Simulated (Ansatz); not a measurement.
# TlSbS3 (model cell, started as cubic perovskite with Sb in the octahedra): a soft mode frozen in, part 3 of 3

Aim: this structure of TlSbS3 (model cell, started as cubic perovskite with Sb in the octahedra) is to be tested for unstable modes, and one is followed downhill.

Ansatz 0.2.0; DFT LDA, scalar-relativistic, plane waves, PAW; PAW set soft_1.

So far. Step 5 (Energy along the mode, all amplitudes (two of the runs …): The lowest of the steps tried is the last one, at 0.6 Å, 34.3 meV/atom below the parent; the bottom of the well need not coincide with a step. Step 7 (The new phase in its own primitive cell): The largest force component left is 0.45 meV/Å and the pressure is 0.000 GPa, within the tolerances set. The cell now holds 23.50 Å³/atom. The relaxed cell has a, b, c = 10.249, 10.688, 4.291 Å (conventional setting).

The structure was built from a prototype and need not be the compound's stable phase.

## 8. Modes of the new phase, k-mesh 6×6×8

A relaxed structure may still be a saddle point, so its zone-centre modes are computed. No field response is asked, since the mesh shows no gap.

File input.yaml:

```yaml
crystal:
  lattice:
    - [5.1245909864, -5.3441435224, 0.0]
    - [5.1245909864, 5.3441435224, 0.0]
    - [0.0, 0.0, 4.2911802269]
  atoms:
    - { symbol: Tl, position: [0.2380159606, 0.2380159606, 0.0] }
    - { symbol: Tl, position: [0.7619840394, 0.7619840394, 0.0] }
    - { symbol: Sb, position: [0.2358024063, 0.7641975937, 0.5] }
    - { symbol: Sb, position: [0.7641975937, 0.2358024063, 0.5] }
    - { symbol: S, position: [0.5, 0.0, 0.5] }
    - { symbol: S, position: [0.0, 0.5, 0.5] }
    - { symbol: S, position: [0.0, 0.0, 0.5] }
    - { symbol: S, position: [0.5, 0.5, 0.5] }
    - { symbol: S, position: [0.3599306144, 0.6400693856, 0.0] }
    - { symbol: S, position: [0.6400693856, 0.3599306144, 0.0] }
kpoints:
  mp_grid: { grid: [6, 6, 8] }
hamiltonian:
  xc: lda
  pseudopotentials: { kind: paw, azcp: { folder: soft_1 }, xc_functional: pbe }
scf:
  occupations: { method: methfessel_paxton, width: 0.2 }
output:
  eigenvalues: true
phonons:
  method: dfpt
```

On the command line:

```
ansatz run input.yaml --threads 4 --pin off --max-ram 16384MiB --backend cpu --events-out ev --progress --plain --runs-dir out
```

Numbers of over 12 decimals in the logs are rounded to 6 here.

Log:

```text
zone centre: on kpoints.mp_grid the ground state, and the responses unless they are solved on pairs of k-points, stand on 100 of the mesh's 288 k-points, reduced under 2 symmetry operations, with k and −k counted as one. Each operation leaves every solved displacement unchanged or reverses it
[...]
Crystal: 10 atoms, lattice volume = 235.041 Å³
Basis set: ecut = 420 eV, 4567 PW (Γ), exchange–correlation on 100×100×60 points (8 copies of the dense FFT grid, shifted against one another)
Bands: 56, of which v1, the nominal top of the filled ones, is band 46 counted from 1 (45 counted from 0)
Symmetry: 8 space group operations
k-points: 100 of 288 (irreducible under 2 space group operations, time reversal used)
[...]
SCF iter   1: F=—  HF=-40187.618431 eV  |F-HF|=—  |Δ(HF+E_count)|=         —  Δρ=3.49e-2  dr2=8.95e0  ethr=3.10e-3  ⟨swp⟩=8.1  Hψ=25860  notcnv=0
[...]
SCF iter  15: F=-40184.972320 eV  HF=-40184.972320 eV  |F-HF|=7.28e-12  |Δ(HF+E_count)|=    0.00e0  S|Δr|=    0.00e0  Δρ=2.79e-8  dr2=3.54e-12  ethr=1.00e-12  ⟨swp⟩=16.8  Hψ=38384  notcnv=0
SCF 1 converged in 15 iterations: F = -40184.972320 eV  dr2 = 3.54e-12
[...]
DFPT response loops at Γ: preconditioner auto → Kerker (q_TF=auto, 2.333 Å⁻¹) (partly filled bands, converged f_vac=0.002); β = 1.00, the filter's whole step (`scf.mixing.beta` (0.50) is not read by the response loops under this deck's `scf.mixing.preconditioner`; to damp them name `kerker` or `kerker_dos`, under which they read `scf.mixing.beta`, and type it under 1.00, their step now; both keys bind the ground state too); Broyden in place of MSR1
SCF converged after 15 iterations
[...]
Free energy (F): -40184.972320 eV
[...]
Internal energy: -40184.986731 eV  (E = F + TS)
E sigma→0 (E₀):  -40184.975923 eV
Entropy (-TS):   0.014411 eV (1.441 meV/atom)
Fermi energy:    7.227932 eV
[...]
--- Band table (eV; the first three rows and the last of 100) ---
  k-point 0: bands = [... 42 lower, 6.6344, 6.8819, 7.0344, 7.2747, 7.2946, 7.8970, 8.9645, 9.5352, ... 6 higher]
  k-point 1: bands = [... 42 lower, 6.4462, 6.5363, 6.9498, 7.1583, 7.1761, 8.6163, 8.9481, 8.9655, ... 6 higher]
  k-point 2: bands = [... 42 lower, 6.6067, 6.6793, 6.7158, 7.1286, 7.4208, 8.8327, 8.8369, 9.9902, ... 6 higher]
  k-point 99: bands = [... 42 lower, 5.9756, 6.1350, 6.5756, 7.6734, 7.7992, 8.9360, 9.1896, 10.2500, ... 6 higher]
--- Phonons (Γ-DFPT): 18 representative perturbations + reference, on 100 of 288 k-points (Σ response iterations 54) ---
  k mesh reduced under 2 symmetry operations, with k and −k counted as one. Each operation leaves every solved displacement unchanged or reverses it
  ASR residual: 7.827e-5 → 0.000e0 eV/Å²; symmetrization residual: 1.815e-5 eV/Å²
  ASR residual per site (eV/Å²): 7.01e-5 7.01e-5 7.83e-5 7.83e-5 5.97e-5 5.97e-5 1.31e-5 2.73e-5 2.69e-5 2.69e-5
  Γ frequencies (cm⁻¹): -105.44 -68.00 -51.54 -45.12 -37.98 -29.00 -26.91 0.00 0.00 0.00 17.19 17.36 39.54 52.51 57.74 77.57 97.65 102.06 117.85 136.65 148.77 158.63 159.06 175.68 202.53 204.61 213.78 235.09 259.67 268.96
  non-analytic LO–TO correction: not included (Born effective charges unavailable; polar crystals: no LO–TO splitting at Γ)
```

Wall time 13 min (4 threads of Arm Neoverse V1, shared host); peak memory 3.8 GiB; 50 min of CPU time.

Numbers from this step:

| Item | Value |
| --- | --- |
| sum-rule residual before enforcement | 7.83e-5 eV/Å² |
| point group | mmm |
| highest optical mode at the zone centre (no LO-TO term) | 269.0 cm⁻¹ |
| lowest optical zone-centre mode | -105.4 cm⁻¹ |

Patterns of degenerate modes are one choice out of their space. The modes at Γ (shares of kinetic energy by element, %) (negative means imaginary):

| mode | frequency (cm⁻¹) | symmetry | Tl % | Sb % | S % |
| --- | --- | --- | --- | --- | --- |
| 1 | -105.4 | B3u | 2 | 46 | 52 |
| 2 | -68.0 | B1u | 5 | 0 | 95 |
| 3 | -51.5 | B3g | 0 | 59 | 41 |
| 4 | -45.1 | B3u | 2 | 15 | 84 |
| 5 | -38.0 | B2u | 23 | 0 | 77 |
| 6 | -29.0 | Au | 0 | 0 | 100 |
| 7 | -26.9 | B1u | 16 | 45 | 39 |
| 8 | 0.0 | acoustic | 48 | 29 | 23 |
| 9 | 0.0 | acoustic | 48 | 29 | 23 |
| 10 | 0.0 | acoustic | 48 | 29 | 23 |
| 11 | 17.2 | B2g | 100 | 0 | 0 |
| 12 | 17.4 | B1g | 97 | 2 | 1 |
| 13 | 39.5 | B1u | 29 | 3 | 68 |
| 14 | 52.5 | B2u | 28 | 46 | 26 |
| 15 | 57.7 | Ag | 97 | 2 | 1 |
| 16 | 77.6 | B3u | 39 | 9 | 52 |
| 17 | 97.7 | B3u | 7 | 1 | 92 |
| 18 | 102.1 | B1u | 2 | 0 | 98 |
| 19 | 117.8 | B3u | 1 | 0 | 99 |
| 20 | 136.7 | B1g | 0 | 68 | 32 |
| 21 | 148.8 | B2u | 0 | 0 | 100 |
| 22 | 158.6 | B1g | 3 | 31 | 67 |
| 23 | 159.1 | Ag | 3 | 90 | 7 |
| 24 | 175.7 | B2u | 0 | 17 | 83 |
| 25 | 202.5 | B3u | 1 | 1 | 98 |
| 26 | 204.6 | B3g | 0 | 41 | 59 |
| 27 | 213.8 | B2u | 0 | 8 | 92 |
| 28 | 235.1 | Ag | 0 | 8 | 92 |
| 29 | 259.7 | B1u | 0 | 22 | 78 |
| 30 | 269.0 | B2u | 0 | 0 | 100 |

Displacements in mode 1 (-105.4 cm⁻¹), the largest set to 1:
```
Tl1 -0.11  0.00  0.00
Tl2 -0.11  0.00  0.00
Sb3  0.65  0.00  0.00
Sb4  0.65  0.00  0.00
S5  -0.62  0.66  0.00
S6  -0.62 -0.66  0.00
S7  -1.00  0.00  0.00
S8   0.16  0.00  0.00
S9  -0.71  0.00  0.00
S10 -0.71  0.00  0.00
```

Displacements in mode 29 (259.7 cm⁻¹), the largest set to 1:
```
Tl1  0.00  0.00  0.00
Tl2  0.00  0.00  0.00
Sb3  0.00  0.00 -0.28
Sb4  0.00  0.00 -0.28
S5   0.00  0.00 -0.11
S6   0.00  0.00 -0.11
S7   0.00  0.00  0.11
S8   0.00  0.00  0.18
S9   0.00  0.00  1.00
S10  0.00  0.00  1.00
```

Before it was imposed, the acoustic sum rule was missed by 7.8e-5 eV/Å². Small misses are needed for a sound result but don't prove that mesh and cutoff are converged. The lowest optical mode is imaginary, 105.4i cm⁻¹, so the energy falls along it.

## 9. Results

| Quantity | Value |
| --- | --- |
| unstable mode of the parent | q = (0, -0.5, -0.5), 143i cm⁻¹ |
| depth at the lowest point sampled | 34.3 meV/atom |
| largest atomic shift at that point | 0.6 Å |
| space group reached (within 0.01 Å) | Cmmm |
| energy gained over the parent (first relaxation, on the mesh of the frozen mode) | 77.6 meV/atom |
| volume per atom, phase reached | 23.5 Å³ |
| lowest optical zone-centre mode, phase reached | -105 cm⁻¹ |
| highest optical mode at the zone centre (no LO-TO term), phase reached | 269 cm⁻¹ |

In words: Along this mode the structure falls into Cmmm, 77.6 meV/atom below the parent. At the parent's cell the well is 34.26 meV/atom deep on the steps tried, with its lowest point at a shift of 0.6 Å. That is the last step tried, so the steps alone don't bracket the bottom of the well. Relaxing atoms and cell changes the gain by +43.32 meV/atom against the lowest step (energies at zero smearing). The new phase still has an imaginary mode at the zone centre of its cell, so it is a saddle point on the way to a lower structure. Of the 6 patterns followed to their end from this parent, this one ends 89.9 meV/atom above the lowest, Imma. Each path keeps the symmetry of its pattern, so a lower phase may lie along a pattern not tried. With no gap, or one that is small against the smearing, the frequencies hang on the k mesh and the smearing, most of all near Kohn anomalies. Spin-orbit coupling is left out, which can matter for the heavy elements here. The PAW files were made for PBE and serve the other functionals too. The starting cell was built on a prototype and not taken from a measurement, so the phase need not exist.

[Logs are printed without paths, hosts, clocks, repeated set-up lines and the standing remarks that a program may print on its own settings, such as how far it seeks lower states.]

[Hosts, paths, dates, database ids (printed as entryN), source tags and the programs' standing remarks are cut or masked in the printed files.]
